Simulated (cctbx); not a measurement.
**K3Nd3V4: precision against data quality**

Space group I-43d (no. 220), a = 10.8590 Å, b = 10.8590 Å, c = 10.8590 Å, α = 90.00°, β = 90.00°, γ = 90.00°.

```csv
atom,mult.,x,y,z,Ueq (Å²)
Nd1,12,1/2,1/4,1/8,0.0096
V1,16,0.1751,0.1751,0.1751,0.0113
K1,12,0,3/4,1/8,0.0101
```

The model is made up (kin elements in a known structure type, no relaxation), so it says nothing on whether the phase exists.

Five simulated data sets (cctbx; Mo Kα, λ = 0.71073 Å; 1.5 % proportional error) differ in resolution or exposure (noise floor 8 counts in the first three, 8 in the last two). Each is refined with the right model, isotropic at 1.1 Å and anisotropic otherwise. How do the figures of merit and the uncertainties move?

| d min (Å) | top counts | ⟨I/σ⟩ (unmerged, absences included) | unique | param. (scale apart) | Rint | R1 | GooF | largest s.u. xyz (fractional) | s.u. U of K1 (Å²) | largest error (Å) |
| --- | --- | --- | --- | --- | --- | --- | --- | --- | --- | --- |
| 1.1 | 70000 | 20.6 | 86 | 4 | 0.014 | 0.0036 | 2.67 | 0.00005 | 0.0004 | 0.0013 |
| 0.84 | 70000 | 18.3 | 192 | 7 | 0.015 | 0.0022 | 0.93 | 0.00001 | 0.0001 | 0.0000 |
| 0.6 | 70000 | 15.2 | 523 | 7 | 0.017 | 0.0027 | 0.93 | 0.00001 | 0.0000 | 0.0000 |
| 0.75 | 300 | 0.9 | 269 | 7 | 0.314 | 0.0436 | 0.95 | 0.00028 | 0.0020 | 0.0023 |
| 0.75 | 3000 | 4.4 | 269 | 7 | 0.058 | 0.0100 | 0.95 | 0.00005 | 0.0003 | 0.0004 |

GooF reaches 2.67 where the model lacks something that the data hold (anisotropy at the isotropic level, for one). The s.u. of U for K1 goes 0.0004, 0.0001, 0.0000 Å² with resolution and 0.0020, 0.0003 Å² with exposure.

The 1.1 Å row also differs in its displacement model, so it isn't a clean test of resolution.

Hardware for the 0.6 Å refinement: 0.68 s on 1 thread of Arm Neoverse N1, with other jobs on the host, peak memory 0.1 GiB.

[Logs are printed without paths, hosts, clocks, repeated set-up lines and the standing remarks that a program may print on its own settings, such as how far it seeks lower states.]
